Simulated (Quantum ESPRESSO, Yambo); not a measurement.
# Al2O3 (Corundum): G0W0 in Yambo against the bands, part 2 of 2

How does the gap of Al2O3 (Corundum) converge in the bands?

Yambo 5.3.0; PBE and many-body steps on it, plane waves. Known limits of the many-body steps: not at the basis limit.

So far. Step 4 (113 bands): Against the run before, the gap moves by −0.137 eV.

### 5. 188 bands

Level of this step: G0W0 on PBE, plane waves, norm-conserving pseudopotentials (Yambo).

The input, gw4.in:

```
HF_and_locXC
gw0
dyson
ppa
em1d
rim_cut
RandQpts= 1000000
RandGvec= 1 RL
EXXRLvcs= 72 Ry
VXCRLvcs= 288 Ry
Chimod= "HARTREE"
% BndsRnXp
 1 | 188 |
%
NGsBlkXp= 9 Ry
% LongDrXp
 1 | 1 | 1 |
%
% GbndRnge
 1 | 188 |
%
DysSolver= "n"
ExtendOut
PPAPntXp= 27.21138 eV
% QPkrange
 1 | 1 | 23 | 26 |
%
```

Started as:

```console
> OMP_NUM_THREADS=2 mpirun -n 4 yambo -F gw4.in -J gw4 -C gw4 > gw4.log
```

What it wrote:

```text
 Yambo, version 5.3.0

 [02] CORE Variables Setup
 =========================

  [... cell, symmetries and grids as in the set-up ...]

  [02.05] Energies & Occupations
  ==============================

  [X] === General ===
  [X] Electronic Temperature                        :  0.000000  0.000000 [eV K]
  [X] Bosonic    Temperature                        :  0.000000  0.000000 [eV K]
  [X] Finite Temperature mode                       : no
  [X] El. density                                   :  0.56459E+24 [cm-3]
[...]
Sx RL components                                 :   5903

   QP @ state[ 1 ] K range                          :  1  1
   QP @ state[ 1 ] b range                          :  23  26
   GF energies kind                                 : Perdew, Burke & Ernzerhof(X)+Perdew, Burke & Ernzerhof(C)
   GF WF`s kind                                     : Perdew, Burke & Ernzerhof(X)+Perdew, Burke & Ernzerhof(C)
   Xs energies kind                                 : Perdew, Burke & Ernzerhof(X)+Perdew, Burke & Ernzerhof(C)
   Xs WF`s kind                                     : Perdew, Burke & Ernzerhof(X)+Perdew, Burke & Ernzerhof(C)

 [11] Game Over & Game summary
```

The job ended after 3.5 min (4 MPI ranks of Arm Neoverse V2, shared host; peak memory 3.2 GiB; 27 min of CPU time).

This step gave:

- G0W0 gap on the points computed: 8.450 eV
- starting gap on the mesh: 6.266 eV
- k of the valence top: 0, 0, 0
- k of the conduction bottom: 0, 0, 0
- least direct G0W0 gap on the computed points: 8.450 eV

Against the run before, the gap moves by +0.002 eV.

### 6. 277 bands

The input, gw5.in:

```
HF_and_locXC
gw0
dyson
ppa
em1d
rim_cut
RandQpts= 1000000
RandGvec= 1 RL
EXXRLvcs= 72 Ry
VXCRLvcs= 288 Ry
Chimod= "HARTREE"
% BndsRnXp
 1 | 277 |
%
NGsBlkXp= 9 Ry
% LongDrXp
 1 | 1 | 1 |
%
% GbndRnge
 1 | 277 |
%
DysSolver= "n"
ExtendOut
PPAPntXp= 27.21138 eV
% QPkrange
 1 | 1 | 23 | 26 |
%
```

Started as:

```console
> OMP_NUM_THREADS=2 mpirun -n 4 yambo -F gw5.in -J gw5 -C gw5 > gw5.log
```

What it wrote:

```text
 Yambo, version 5.3.0

 [02] CORE Variables Setup
 =========================

  [... cell, symmetries and grids as in the set-up ...]

  [02.05] Energies & Occupations
  ==============================

  [X] === General ===
  [X] Electronic Temperature                        :  0.000000  0.000000 [eV K]
  [X] Bosonic    Temperature                        :  0.000000  0.000000 [eV K]
  [X] Finite Temperature mode                       : no
  [X] El. density                                   :  0.56459E+24 [cm-3]
[...]
Sx RL components                                 :   5903

   QP @ state[ 1 ] K range                          :  1  1
   QP @ state[ 1 ] b range                          :  23  26
   GF energies kind                                 : Perdew, Burke & Ernzerhof(X)+Perdew, Burke & Ernzerhof(C)
   GF WF`s kind                                     : Perdew, Burke & Ernzerhof(X)+Perdew, Burke & Ernzerhof(C)
   Xs energies kind                                 : Perdew, Burke & Ernzerhof(X)+Perdew, Burke & Ernzerhof(C)
   Xs WF`s kind                                     : Perdew, Burke & Ernzerhof(X)+Perdew, Burke & Ernzerhof(C)

 [11] Game Over & Game summary
```

Wall time 5.3 min (4 MPI ranks); peak memory 3.5 GiB; 41 min of CPU time.

Numbers from this step:

| Item | Value |
| --- | --- |
| G0W0 gap on the points computed | 8.478 eV |
| starting gap on the mesh | 6.266 eV |
| k of the valence top | 0, 0, 0 |
| k of the conduction bottom | 0, 0, 0 |
| least direct G0W0 gap on the computed points | 8.478 eV |

Against the run before, the gap moves by +0.028 eV.

### 7. 378 bands

The input, gw6.in:

```
HF_and_locXC
gw0
dyson
ppa
em1d
rim_cut
RandQpts= 1000000
RandGvec= 1 RL
EXXRLvcs= 72 Ry
VXCRLvcs= 288 Ry
Chimod= "HARTREE"
% BndsRnXp
 1 | 378 |
%
NGsBlkXp= 9 Ry
% LongDrXp
 1 | 1 | 1 |
%
% GbndRnge
 1 | 378 |
%
DysSolver= "n"
ExtendOut
PPAPntXp= 27.21138 eV
% QPkrange
 1 | 1 | 23 | 26 |
%
```

Started as:

```console
> OMP_NUM_THREADS=2 mpirun -n 4 yambo -F gw6.in -J gw6 -C gw6 > gw6.log
```

What it wrote:

```text
 Yambo, version 5.3.0

 [02] CORE Variables Setup
 =========================

  [... cell, symmetries and grids as in the set-up ...]

  [02.05] Energies & Occupations
  ==============================

  [X] === General ===
  [X] Electronic Temperature                        :  0.000000  0.000000 [eV K]
  [X] Bosonic    Temperature                        :  0.000000  0.000000 [eV K]
  [X] Finite Temperature mode                       : no
  [X] El. density                                   :  0.56459E+24 [cm-3]
[...]
Sx RL components                                 :   5903

   QP @ state[ 1 ] K range                          :  1  1
   QP @ state[ 1 ] b range                          :  23  26
   GF energies kind                                 : Perdew, Burke & Ernzerhof(X)+Perdew, Burke & Ernzerhof(C)
   GF WF`s kind                                     : Perdew, Burke & Ernzerhof(X)+Perdew, Burke & Ernzerhof(C)
   Xs energies kind                                 : Perdew, Burke & Ernzerhof(X)+Perdew, Burke & Ernzerhof(C)
   Xs WF`s kind                                     : Perdew, Burke & Ernzerhof(X)+Perdew, Burke & Ernzerhof(C)

 [11] Game Over & Game summary
```

Run time: 7.5 min. Hardware: 4 MPI ranks; peak memory 4.4 GiB; 58 min of CPU time.

Numbers from this step:

* G0W0 gap on the points computed: 8.502 eV
* starting gap on the mesh: 6.266 eV
* k of the valence top: 0, 0, 0
* k of the conduction bottom: 0, 0, 0
* least direct G0W0 gap on the computed points: 8.502 eV

Against the run before, the gap moves by +0.024 eV.

### 8. The runs together

Times are wall times on 4 MPI ranks of Arm Neoverse V2, shared host, good to a factor of about two.

```
      run   mesh  bands  screening cutoff (eV)  DFT gap (eV)  gap on the mesh (eV)  direct (eV)     time
 44 bands  4×4×4     44                  122.5         6.266                 9.079        9.079     36 s
 68 bands  4×4×4     68                  122.5         6.266                 8.586        8.586     65 s
113 bands  4×4×4    113                  122.5         6.266                 8.449        8.449    2 min
188 bands  4×4×4    188                  122.5         6.266                 8.450        8.450  3.5 min
277 bands  4×4×4    277                  122.5         6.266                 8.478        8.478  5.3 min
378 bands  4×4×4    378                  122.5         6.266                 8.502        8.502  7.5 min
```

### 9. Summary of results

```
44 bands     : 9.079 eV
68 bands     : 8.586 eV
113 bands    : 8.449 eV
188 bands    : 8.450 eV
277 bands    : 8.478 eV
378 bands    : 8.502 eV
known limits : not at the basis limit
```

The setting moved: bands. From 44 bands to 378 bands the gap moves by −0.58 eV, for 13 times the time, not steadily: it passes through 8.45 eV. The last step still moves it by +0.024 eV. Bands and screening cutoff are coupled, so a series along one setting does not show full convergence. Bands and cutoff are finite, so the gap is not at the basis limit. The miss can reach some tenths of an eV and take either sign; the mesh is an error of its own. In the G0W0 runs levels were corrected at 1 k point alone, so a gap called «on the mesh» is the least over those, and an edge elsewhere would be missed.

[Paths, hosts, dates, memory and timing lines, banners, echoed tables and standing remarks are left out of the program output.]

[Logs are printed without paths, hosts, clocks, repeated set-up lines and the standing remarks that a program may print on its own settings, such as how far it seeks lower states.]

[Runs of the session that timed out or met a known fault of the program may be left out.]

[Hosts, paths, dates, database ids (printed as entryN), source tags and the programs' standing remarks are cut or masked in the printed files.]
